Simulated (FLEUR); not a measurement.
# Anisotropy of FePt (c factor at fixed volume 0.94 on the database's cell) with FLEUR

Aim: the anisotropy of FePt (c factor at fixed volume 0.94 on the database's cell) from single passes in the potential of one collinear state.

Program: FLEUR MaX-R8.1. Level of theory: PBE; all-electron FLAPW, Dirac cores, scalar-relativistic bands. Results are calculated unless marked as measured.

Most raw output is cut from this account.

## 1. Set-up

It takes space group P4/mmm (No. 123, tetragonal). Conventional cell: a = 2.809 Å, b = 2.809 Å, c = 3.497 Å, α = 90.00°, β = 90.00°, γ = 90.00°. Fe has 8 Pt at 2.65 Å and 4 Fe at 2.81 Å nearest. Pt has 8 Fe at 2.65 Å and 4 Pt at 2.81 Å nearest. Farther neighbours are not listed.

Coordinates:

```xyz
2
Lattice="2.8091 0.0000 0.0000 0.0000 2.8091 0.0000 0.0000 0.0000 3.4968" Properties=species:S:1:pos:R:3 pbc="T T T"
Fe    0.0000    0.0000    0.0000
Pt    1.4045    1.4045    1.7484
```

The cell is strained on purpose: c factor at fixed volume 0.94 on the database's cell.

## 2. Self-consistent state

The force theorems are single passes in this state's potential, so it has to be converged first.

No symmetry is used, so that later steps may turn the spins freely; k and −k are joined. inpgen writes inp.xml from crystal.txt; cutoffs, mixing, functional, smearing and local orbitals are then set in the file. The k list scf (kpts.xml, not shown) is a Γ-centred 10×10×10 mesh; where the ranks do not divide the number of points, some are split in two of half the weight.

inp.xml reads:

```
<?xml version="1.0" encoding="UTF-8" standalone="no"?>
<fleurInput fleurInputVersion="0.39">
   <comment>
      FePt
   </comment>
   <calculationSetup>
      <cutoffs Kmax="3.6" Gmax="10.8" GmaxXC="10.8" numbands="0"/>
      <scfLoop itmax="110" minDistance="0.00002" maxIterBroyd="15" imix="Anderson" alpha="0.05" precondParam="0.0" spinf="2.0" sdNocoIR="T"/>
      <coreElectrons ctail="F" frcor="F" kcrel="0" coretail_lmax="0"/>
      <xcFunctional name="pbe" relativisticCorrections="F"/>
      <magnetism jspins="2" l_noco="F" l_ss="F">
         <qss>0.0 0.0 0.0</qss>
         <mtNocoParams l_mperp="F" l_mtNocoPot="F" l_relaxSQA="F" mag_mixing_scheme="0" mix_RelaxWeightOffD="1.0" l_constrained="F" mix_constr="1.0"/>
         <sourceFreeMag l_sourceFree="F" l_scaleMag="F" mag_scale="1.0"/>
      </magnetism>
      <soc l_soc="F" theta="0.0" phi="0.0" spav="F"/>
      <expertModes spex="0" secvar="F"/>
      <geometryOptimization l_f="F" forcealpha="1.0" forcemix="BFGS" epsdisp="0.00001" epsforce="0.00001"/>
      <ldaU l_linMix="F" mixParam="0.05" spinf="1.0"/>
   </calculationSetup>
   <cell>
      <bzIntegration valenceElectrons="32.0" mode="hist" fermiSmearingEnergy="0.00183747">
         <kPointListSelection listName="scf"/>
         <xi:include xmlns:xi="http://www.w3.org/2001/XInclude" href="kpts.xml"> </xi:include>
      </bzIntegration>
      <xi:include xmlns:xi="http://www.w3.org/2001/XInclude" href="sym.xml"> </xi:include>
      <bulkLattice scale="1.0">
         <bravaisMatrix>
            <row-1>    5.3083838496525990     0.0000000000000000     0.0000000000000000</row-1>
            <row-2>    0.0000000000000000     5.3083838496525990     0.0000000000000000</row-2>
            <row-3>    0.0000000000000000     0.0000000000000000     6.6079943125012797</row-3>
         </bravaisMatrix>
      </bulkLattice>
   </cell>
   <atomSpecies>
      <species name="Iron (Fe) 2.800" element="Fe" atomicNumber="26">
         <mtSphere radius="2.44" gridPoints="807" logIncrement="0.015"/>
         <atomicCutoffs lmax="10" lnonsphr="8"/>
         <electronConfig flipSpins="F">
            <coreConfig>(1s1/2) (2s1/2) (2p1/2) (2p3/2)</coreConfig>
            <valenceConfig>(3s1/2) (3p1/2) (3p3/2) (4s1/2) (3d3/2) (3d5/2)</valenceConfig>
            <stateOccupation state="(3d3/2)" spinUp="1.4" spinDown="1.0"/>
            <stateOccupation state="(3d5/2)" spinUp="3.0" spinDown="0.6"/>
         </electronConfig>
         <energyParameters s="4" p="4" d="3" f="4"/>
         <lo type="SCLO" l="0" n="3" eDeriv="0"/>
         <lo type="SCLO" l="1" n="3" eDeriv="0"/>
      </species>
      <species name="Platinum (Pt)" element="Pt" atomicNumber="78">
         <mtSphere radius="2.44" gridPoints="807" logIncrement="0.017"/>
         <atomicCutoffs lmax="10" lnonsphr="8"/>
         <electronConfig flipSpins="F">
            <coreConfig>(1s1/2) (2s1/2) (2p1/2) (2p3/2) (3s1/2) (3p1/2) (3p3/2) (4s1/2) (3d3/2) (3d5/2) (4p1/2) (4p3/2) (5s1/2) (4d3/2) (4d5/2) (4f5/2) (4f7/2)</coreConfig>
            <valenceConfig>(5p1/2) (5p3/2) (6s1/2) (5d3/2) (5d5/2)</valenceConfig>
            <stateOccupation state="(6s1/2)" spinUp="0.500000" spinDown="0.500000"/>
            <stateOccupation state="(5d3/2)" spinUp="1.800000" spinDown="1.800000"/>
            <stateOccupation state="(5d5/2)" spinUp="2.700000" spinDown="2.700000"/>
         </electronConfig>
         <energyParameters s="6" p="6" d="5" f="5"/>
         <lo type="SCLO" l="1" n="5" eDeriv="0"/>
      </species>
   </atomSpecies>
   <atomGroups>
      <atomGroup species="Iron (Fe) 2.800">
         <relPos label="                   1">.0000000000 .0000000000 .0000000000</relPos>
         <force calculate="T" relaxXYZ="TTT"/>
         <nocoParams  alpha="0.0" beta="0.0"/>
      </atomGroup>
      <atomGroup species="Platinum (Pt)">
         <relPos label="                   2">1.000/2.000 1.000/2.000 1.000/2.000</relPos>
         <force calculate="T" relaxXYZ="TTT"/>
         <nocoParams  alpha="0.0" beta="0.0"/>
      </atomGroup>
   </atomGroups>
   <output dos="F" band="F" slice="F">
      <bandDOS minEnergy="-.5*Htr" maxEnergy="0.5*Htr" sigma="0.015" storeEVData="T"/>
      <plotting iplot="0" polar="F">
         <plot TwoD="T" vec1="  1.0  0.0  0.0" vec2="  0.0  1.0  0.0" vec3="  0.0  0.0  1.0" zero="  0.0  0.0  0.0" file="plot"/>
      </plotting>
      <moessbauerParams electricFieldGradient="F" isomerShift="F" coreHyperfine="F" valenceHyperfine="F"/>
   </output>
</fleurInput>
```

crystal.txt reads:

```
FePt
&input film=F cartesian=F /
2.80907576000  0.00000000000  0.00000000000
0.00000000000  2.80907576000  0.00000000000
0.00000000000  0.00000000000  3.49680000000
1.8897261246
1.0 1.0 1.0

2
26 0.00000000000  0.00000000000  0.00000000000 : 2.800
78 0.50000000000  0.50000000000  0.50000000000

&kpt div1=10 div2=10 div3=10 gamma=T /
```

Command:

```bash
> OMP_NUM_THREADS=1 inpgen -f crystal.txt -nosym -noco > inpgen.log  # inp.xml is then edited as shown
> OMP_NUM_THREADS=1 mpirun -n 4 fleur_MPI > fleur.log
```

It took 3.7 min on 4 MPI ranks of Arm Neoverse V2, shared host; peak memory 0.61 GiB; 15 min of CPU time.

Read from the output:

```
free energy                                                       : -536596.1952 eV
program's band gap on this mesh (in a metal only a level spacing) : 4.72e-4 eV
magnetization                                                     : 3.414 μB
final state                                                       : ferromagnetic
largest moment                                                    : 3.011 μB
```

After 23 cycles the largest moment stands at 3.01 μB.

## 3. Anisotropy by the force theorem, rung 1

Anisotropy is a small difference, so it is taken from sums over occupied states at a frozen potential, where most errors cancel.

One pass with spin–orbit coupling for each direction, from the saved density. Inversion lets half of the mesh serve, which the program's warning doesn't know. The k list mae (kpts.xml, not shown) is a Γ-centred 14×14×11 mesh.

Changes to inp.xml since step 2:

```diff
@@ -6,4 +6,4 @@
    <calculationSetup>
-      <cutoffs Kmax="3.6" Gmax="10.8" GmaxXC="10.8" numbands="0"/>
-      <scfLoop itmax="110" minDistance="0.00002" maxIterBroyd="15" imix="Anderson" alpha="0.05" precondParam="0.0" spinf="2.0" sdNocoIR="T"/>
+      <cutoffs Kmax="3.6" Gmax="10.8" GmaxXC="10.8" numbands="72"/>
+      <scfLoop itmax="1" minDistance="0.00002" maxIterBroyd="15" imix="Anderson" alpha="0.05" precondParam="0.0" spinf="2.0" sdNocoIR="T"/>
       <coreElectrons ctail="F" frcor="F" kcrel="0" coretail_lmax="0"/>
@@ -15,3 +15,3 @@
       </magnetism>
-      <soc l_soc="F" theta="0.0" phi="0.0" spav="F"/>
+      <soc l_soc="T" theta="0.0" phi="0.0" spav="F"/>
       <expertModes spex="0" secvar="F"/>
@@ -22,3 +22,3 @@
       <bzIntegration valenceElectrons="32.0" mode="hist" fermiSmearingEnergy="0.00183747">
-         <kPointListSelection listName="scf"/>
+         <kPointListSelection listName="mae"/>
          <xi:include xmlns:xi="http://www.w3.org/2001/XInclude" href="kpts.xml"> </xi:include>
@@ -81,2 +81,5 @@
    </output>
+   <forceTheorem>
+      <MAE theta="0.0 1.5707963 1.5707963 0.7853982" phi="0.0 0.0 0.7853982 0.0"/>
+   </forceTheorem>
 </fleurInput>
```

Command:

```bash
> OMP_NUM_THREADS=1 mpirun -n 4 fleur_MPI -warn_only > fleur.log
```

The job ended after 98 s (4 MPI ranks; peak memory 1.2 GiB; 6.6 min of CPU time).

Anisotropy energies, by row:

```tsv
axis	x	y	z	band energy less the first axis' (meV a cell)
[001]	0	0	1	0
[100]	1	0	0	1.193
[110]	0.7071	0.7071	0	1.151
45 degrees from [001] toward [100]	0.7071	0	0.7071	0.5704
```

Indices are those of the standard conventional cell; x, y, z give the same directions in the axes of the input.

## 4. Energy against the direction of the moments, rung 2

A second rung shows how far the first can be trusted.

The k list mae (kpts.xml, not shown) is a Γ-centred 20×20×16 mesh.

inp.xml is that of step 3.

Elapsed: 4.7 min, on 4 MPI ranks; peak memory 3 GiB; 19 min of CPU time.

Anisotropy energies, by row:

```tsv
axis	x	y	z	band energy less the first axis' (meV a cell)
[001]	0	0	1	0
[100]	1	0	0	0.506
[110]	0.7071	0.7071	0	0.5739
45 degrees from [001] toward [100]	0.7071	0	0.7071	0.2963
```

## 5. Spin–orbit coupling, moments along [001]

Spin–orbit coupling ties the spins to the lattice and lets orbital moments form.

A new self-consistent run of the start ferro +, with the moments along z. The k list default-1 (kpts.xml, not shown) is a Γ-centred 20×20×16 mesh.

Changes to inp.xml since step 2:

```diff
@@ -6,12 +6,8 @@
    <calculationSetup>
-      <cutoffs Kmax="3.6" Gmax="10.8" GmaxXC="10.8" numbands="0"/>
+      <cutoffs Kmax="3.6" Gmax="10.8" GmaxXC="10.8" numbands="72"/>
       <scfLoop itmax="110" minDistance="0.00002" maxIterBroyd="15" imix="Anderson" alpha="0.05" precondParam="0.0" spinf="2.0" sdNocoIR="T"/>
-      <coreElectrons ctail="F" frcor="F" kcrel="0" coretail_lmax="0"/>
+      <coreElectrons ctail="T" frcor="F" kcrel="0" coretail_lmax="0"/>
       <xcFunctional name="pbe" relativisticCorrections="F"/>
-      <magnetism jspins="2" l_noco="F" l_ss="F">
-         <qss>0.0 0.0 0.0</qss>
-         <mtNocoParams l_mperp="F" l_mtNocoPot="F" l_relaxSQA="F" mag_mixing_scheme="0" mix_RelaxWeightOffD="1.0" l_constrained="F" mix_constr="1.0"/>
-         <sourceFreeMag l_sourceFree="F" l_scaleMag="F" mag_scale="1.0"/>
-      </magnetism>
-      <soc l_soc="F" theta="0.0" phi="0.0" spav="F"/>
+      <magnetism jspins="2"/>
+      <soc l_soc="T" theta="0.0" phi="0.0" spav="F"/>
       <expertModes spex="0" secvar="F"/>
@@ -22,3 +18,3 @@
       <bzIntegration valenceElectrons="32.0" mode="hist" fermiSmearingEnergy="0.00183747">
-         <kPointListSelection listName="scf"/>
+         <kPointListSelection listName="default-1"/>
          <xi:include xmlns:xi="http://www.w3.org/2001/XInclude" href="kpts.xml"> </xi:include>
@@ -66,3 +62,2 @@
          <force calculate="T" relaxXYZ="TTT"/>
-         <nocoParams  alpha="0.0" beta="0.0"/>
       </atomGroup>
@@ -71,3 +66,2 @@
          <force calculate="T" relaxXYZ="TTT"/>
-         <nocoParams  alpha="0.0" beta="0.0"/>
       </atomGroup>
```

Changes to crystal.txt since step 2:

```diff
@@ -12,2 +12,3 @@
 
-&kpt div1=10 div2=10 div3=10 gamma=T /
+&soc 0.0000000 0.0000000 /
+&kpt div1=20 div2=20 div3=16 gamma=T /
```

Command:

```bash
> OMP_NUM_THREADS=1 inpgen -f crystal.txt > inpgen.log  # inp.xml is then edited as shown
> OMP_NUM_THREADS=1 mpirun -n 4 fleur_MPI > fleur.log
```

Wall time 9.3 min (4 MPI ranks); peak memory 1 GiB.

Numbers from this step:

```
free energy                                                       : -536597.4433 eV
program's band gap on this mesh (in a metal only a level spacing) : 0.001554 eV
magnetization                                                     : 3.395 μB
final state                                                       : ferromagnetic
largest moment                                                    : 3.006 μB
orbital moment along the spin                                     : 0.05359 μB
```

Orbital moment in the sphere, along the spin axis by atom:

```tsv
atom	orbital moment in the sphere, along the spin axis (μB)
Fe1	0.0536
Pt2	0.0637
```

## 6. Summary of results

```json
{
 "reference state": "ferromagnetic",
 "largest sphere moment": "3.01 μB",
 "easy direction of those tried": "not resolved",
 "energy along [100] less [001], force theorem": "0.506 meV a primitive cell",
 "orbital moment on the atom of largest spin, along its spin (spin–orbit run)": "0.0536 μB"
}
```

The lowest directions differ by less than these runs resolve; shape anisotropy is not included. The difference for the second direction goes from 1.2 meV (mesh 14×14×11, 72 states, 6.6 min of CPU time) to 0.51 meV (mesh 20×20×16, 72 states, 19 min), so it is not converged. The orbital moment is parallel to the spin. The state was typed, and no other order was converged beside it, so it need not be the ground state.

[Logs and program files are shortened in this print: banners, set-up blocks, solver, clock and traceback lines can be left out without a mark of their own.]

[Logs are printed without paths, hosts, clocks, repeated set-up lines and the standing remarks that a program may print on its own settings, such as how far it seeks lower states.]

[Hosts, paths, dates, database ids (printed as entryN), source tags and the programs' standing remarks are cut or masked in the printed files.]

[Where a cell is said to come from a database of computed structures, the database is the Materials Project.]
